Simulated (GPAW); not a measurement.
# fcc Co15Ir1: moments or none, part 2 of 2

Aim: find out whether fcc Co15Ir1 carries moments when they start parallel, and what they gain.

GPAW 26.7.0; PBE; plane waves with GPAW's PAW setups, scalar-relativistic.

So far. Step 2 (Run 1 (ferro ++++++++++++++++)): After 39 cycles the largest moment stands at 1.79 μB.

### 3. Start 2: no spin polarisation

This run holds no moments, which gives a state to set the others against.

nospin.py reads:

```python
import json
import numpy as np
from ase import Atoms
from ase.parallel import paropen, parprint
from gpaw import GPAW

atoms = Atoms(['Ir', 'Co', 'Co', 'Co', 'Co', 'Co', 'Co', 'Co', 'Co', 'Co', 'Co', 'Co', 'Co', 'Co', 'Co', 'Co'],
    cell=[[7.124875, 0.0, 0.0],
         [0.0, 7.124875, 0.0],
         [0.0, 0.0, 3.562438]],
    scaled_positions=[[0.0, 0.0, 0.0],
         [0.0, 0.25, 0.5],
         [0.25, 0.0, 0.5],
         [0.25, 0.25, 0.0],
         [0.0, 0.5, 0.0],
         [0.0, 0.75, 0.5],
         [0.25, 0.5, 0.5],
         [0.25, 0.75, 0.0],
         [0.5, 0.0, 0.0],
         [0.5, 0.25, 0.5],
         [0.75, 0.0, 0.5],
         [0.75, 0.25, 0.0],
         [0.5, 0.5, 0.0],
         [0.5, 0.75, 0.5],
         [0.75, 0.5, 0.5],
         [0.75, 0.75, 0.0]],
    pbc=True)
atoms.calc = GPAW(mode={'name': 'pw', 'ecut': 450},
    xc='PBE',
    kpts={'size': (6, 6, 11), 'gamma': True},
    occupations={'name': 'fermi-dirac', 'width': 0.05},
    convergence={'density': 1e-05, 'energy': 1e-05},
    maxiter=200,
    mixer={'name': 'pulay', 'beta': 0.04, 'nmaxold': 8, 'weight': 100},
    symmetry={'tolerance': 1e-4},
    txt='nospin.txt')
e = atoms.get_potential_energy(force_consistent=True)
res = {'free_energy': e, 'energy_sigma0': atoms.get_potential_energy(), 'fermi_energy': atoms.calc.get_fermi_level()}
parprint(f'free energy: {e:.6f} eV')
atoms.calc.write('nospin.gpw')
with paropen('results.json', 'w') as f:
    json.dump(res, f)
```

Run with:

```console
> OMP_NUM_THREADS=1 mpirun -n 4 gpaw python nospin.py > nospin.log
```

Numbers of over 12 decimals in the logs are rounded to 6 here.

The program printed:

```text
free energy: -127.691247 eV

--- nospin.txt ---
Input parameters:
  mode=PW(ecut=450),
  convergence={'density': 1e-05, 'energy': 1e-05},
  kpts=MonkhorstPack(size=(6, 6, 11), gamma=True),
  maxiter=200,
  mixer=Pulay(name='pulay', nmaxold=8, beta=0.04, weight=100, sigma=0.015, g_ss=None),
  occupations=Occupations(name='fermi-dirac', width=0.05),
  symmetry=Symmetry(tolerance=0.0001),
  xc=XC(name='PBE')

Diagonalizing LCAO Hamiltonian
Converting LCAO to pw mode
     .-----------------.
    /|                 |
   / |                 |
  / Co       Co        |
 *   .-Co--------Co----.
 |Co/    CoCo     Co  /
 | CoCo     Co Co    /
 |/    Co       Co  /
 Ir-------Co-------*

Atoms  # Å, Bohr magnetons
|    | symbol |        x |        y |        z |    initial magnetic moments |
|----|--------|----------|----------|----------|-----------------------------|
|  0 |     Ir | 0.000000 | 0.000000 | 0.000000 | ( 0.0000,  0.0000,  0.0000) |
|  1 |     Co | 0.000000 | 1.781219 | 1.781219 | ( 0.0000,  0.0000,  0.0000) |
|  2 |     Co | 1.781219 | 0.000000 | 1.781219 | ( 0.0000,  0.0000,  0.0000) |
|  3 |     Co | 1.781219 | 1.781219 | 0.000000 | ( 0.0000,  0.0000,  0.0000) |
|  4 |     Co | 0.000000 | 3.562438 | 0.000000 | ( 0.0000,  0.0000,  0.0000) |
|  5 |     Co | 0.000000 | 5.343656 | 1.781219 | ( 0.0000,  0.0000,  0.0000) |
|  6 |     Co | 1.781219 | 3.562438 | 1.781219 | ( 0.0000,  0.0000,  0.0000) |
|  7 |     Co | 1.781219 | 5.343656 | 0.000000 | ( 0.0000,  0.0000,  0.0000) |
|  8 |     Co | 3.562438 | 0.000000 | 0.000000 | ( 0.0000,  0.0000,  0.0000) |
|  9 |     Co | 3.562438 | 1.781219 | 1.781219 | ( 0.0000,  0.0000,  0.0000) |
| 10 |     Co | 5.343656 | 0.000000 | 1.781219 | ( 0.0000,  0.0000,  0.0000) |
| 11 |     Co | 5.343656 | 1.781219 | 0.000000 | ( 0.0000,  0.0000,  0.0000) |
| 12 |     Co | 3.562438 | 3.562438 | 0.000000 | ( 0.0000,  0.0000,  0.0000) |
| 13 |     Co | 3.562438 | 5.343656 | 1.781219 | ( 0.0000,  0.0000,  0.0000) |
| 14 |     Co | 5.343656 | 3.562438 | 1.781219 | ( 0.0000,  0.0000,  0.0000) |
| 15 |     Co | 5.343656 | 5.343656 | 0.000000 | ( 0.0000,  0.0000,  0.0000) |

Unit cell  # Å
| periodic |        x |        y |        z |  lengths |    angles |
|----------|----------|----------|----------|----------|-----------|
|      yes | 7.124875 | 0.000000 | 0.000000 | 7.124875 | 90.000000 |
|      yes | 0.000000 | 7.124875 | 0.000000 | 7.124875 | 90.000000 |
|      yes | 0.000000 | 0.000000 | 3.562438 | 3.562438 | 90.000000 |

Number of symmetries: 16

BZ-sampling:
  Number of BZ points: 396
  Number of IBZ points: 60

  Monkhorst-Pack size: [6, 6, 11]
  Monkhorst-Pack shift: [0.083333, 0.083333, 0.0]

Plane wave coefficients: 3940
Cutoff: 450.000000 eV

Spin-components: 1 (collinear spins)
Bands:           94
Projectors:      96
Spin-degeneracy: 2
Datatype:        complex128

Parallelization:
  kpt:    4
  domain: 1
  band:   1

Density:
  Valence electrons: 150.0
  Components: 1
  Grid points: [35 35 18]
  Charge: 0.0  # |e|

Potential:
  Grid points: [35 35 18]

[... setups left out ...]
Reference energy: -1053025.497921  # eV

eigensolver:
  PPCG
  Converge bands: occupied
  niter=2

density mixing:
  Pulay-Mixer
  Linear mixing parameters: 0.04
  Old densities: 8
  Fourier metric: weight=100, sigma=0.015

occupation numbers:
  Fermi-Dirac:
    width: 0.0500  # eV

poisson solver:
  ecut: 3600.000000  # eV

xc functional:
  name: PBE with 2 nearest neighbor stencil

convergence criteria:
- Maximum integral of absolute [dens]ity change: 1e-05 electrons / valence electron
- Maximum [total energy] change in last 3 cyles: 1e-05 eV / valence electron
- Maximum integral of absolute [eigenst]ate change: 4e-08 eV^2 / valence electron
maximum number of iterations: 200

SCF iterations
|iter     |      energy | eigst |  dens |
|---------|-------------|-------|-------|
|iter:   1|       0s | -129.031672 | +0.48 |       |
|iter:   2|      14s | -128.364069 | -0.90 | -1.45 |
|iter:   3|      27s | -127.989207 | -1.73 | -1.35 |
|iter:   4|      41s | -127.652309 | -2.13 | -1.52 |
|iter:   5|      55s | -127.505164 | -2.56 | -1.64 |
|iter:   6|      69s | -127.383290 | -2.41 | -1.74 |
|iter:   7|      82s | -127.366438 | -2.83 | -1.94 |
|iter:   8|      96s | -127.379545 | -3.53 | -2.04 |
|iter:   9|     109s | -127.484680 | -2.60 | -2.07 |
|iter:  10|     123s | -127.494602 | -3.36 | -2.32 |
|iter:  11|     136s | -127.509399 | -3.88 | -2.42 |
|iter:  12|     149s | -127.531205 | -3.44 | -2.51 |
|iter:  13|     163s | -127.535409 | -3.79 | -2.87 |
|iter:  14|     176s | -127.535511 | -4.95 | -3.30 |
|iter:  15|     190s | -127.535689c| -4.86 | -3.38 |
|iter:  16|     203s | -127.535741c| -5.23 | -3.51 |
|iter:  17|     217s | -127.535749c| -5.90 | -3.69 |
|iter:  18|     230s | -127.535755c| -6.38 | -3.84 |
|iter:  19|     244s | -127.535762c| -6.56 | -3.85 |
|iter:  20|     257s | -127.535756c| -6.25 | -3.91 |
|iter:  21|     271s | -127.535759c| -6.51 | -4.01 |
|iter:  22|     284s | -127.535769c| -6.79 | -4.31 |
|iter:  23|     290s | -127.535770c| -7.50c| -4.55 |
|iter:  24|     304s | -127.535772c| -7.14 | -4.56 |
|iter:  25|     317s | -127.535771c| -7.82c| -4.75 |
|iter:  26|     324s | -127.535772c| -7.72c| -4.88 |
|iter:  27|     334s | -127.535773c| -7.50c| -5.02c|

Converged in 27 steps
Energy contributions relative to reference atoms: (reference = -1053025.497921)

Energy contributions:
  Kinetic:          45.718164
  Coulomb:         -40.103491
  Zero:              3.665575
  External:          0.000000
  Xc:             -136.660546
  Entropy:          -0.310949
  Spinorbit:         0.000000
  ----------------------------
  Free energy:    -127.691247
  Extrapolated:   -127.535773

dipole moment: (-83.860562, -83.860562, -80.483006)  # |e|*Ang

Fermi level: 10.525
Eigenvalues  # (at kpt = [0.000, 0.000, 0.000])
| band index |      eig [eV] | occ [0-2] |
|------------|---------------|-----------|
|          0 |       -39.156 |     2.000 |
|        ... |               |           |
|         67 |         9.987 |     2.000 |
|         68 |         9.991 |     2.000 |
|         69 |         9.998 |     2.000 |
|         70 |         9.998 |     2.000 |
|         71 |        10.359 |     1.930 |
|         72 |        10.359 |     1.930 |
|         73 |        10.431 |     1.736 |
|         74 |        10.469 |     1.509 |
|         75 |        10.753 |     0.021 |
|         76 |        10.910 |     0.001 |
|         77 |        10.922 |     0.001 |
|         78 |        10.975 |     0.000 |
|         79 |        10.990 |     0.000 |
|         80 |        10.990 |     0.000 |
|         81 |        10.990 |     0.000 |
|         82 |        10.994 |     0.000 |
|        ... |               |           |
|         93 |        13.049 |     0.000 |

No gap
No difference between direct/indirect transitions
```

Run time: 6.1 min. Hardware: 4 MPI ranks of Arm Neoverse V1, shared host; peak memory 1.3 GiB.

Numbers from this step:

```
final state : non-magnetic (no spin polarisation)
```

It lies 168 meV a seeded atom over the first start.

### 4. Ranking

These are free energies at a smearing of 0.05 eV, so its entropy term is in the differences. They are divided by the number of seeded atoms, so that cells of unlike size compare.

Orders:

| start | final state | typed order kept | energy over the lowest (meV a seeded atom) | largest site moment (μB) | net moment (μB a primitive cell) | mesh matched | CPU time (s) |
| --- | --- | --- | --- | --- | --- | --- | --- |
| ferro ++++++++++++++++ | ferromagnetic | yes | 0 | 1.792 | 25.3 | yes | 4481 |
| no spin polarisation | non-magnetic | - | 168.4 | 0 | 0 | yes | 1455 |

### 5. Outcome

- lower run: with moments
- largest site moment: 1.79 μB
- energy gained by spin polarisation: 168 meV a seeded atom

The crystal holds moments, up to 1.79 μB, and gains 168 meV a seeded atom by them. No antiferromagnetic order was tried, so the session says nothing on how the moments order.

[Logs and program files are shortened in this print: banners, set-up blocks, solver, clock and traceback lines can be left out without a mark of their own.]

[Logs are printed without paths, hosts, clocks, repeated set-up lines and the standing remarks that a program may print on its own settings, such as how far it seeks lower states.]

[Hosts, paths, dates, database ids (printed as entryN), source tags and the programs' standing remarks are cut or masked in the printed files.]

[Where a cell is said to come from a database of computed structures, the database is the Materials Project.]
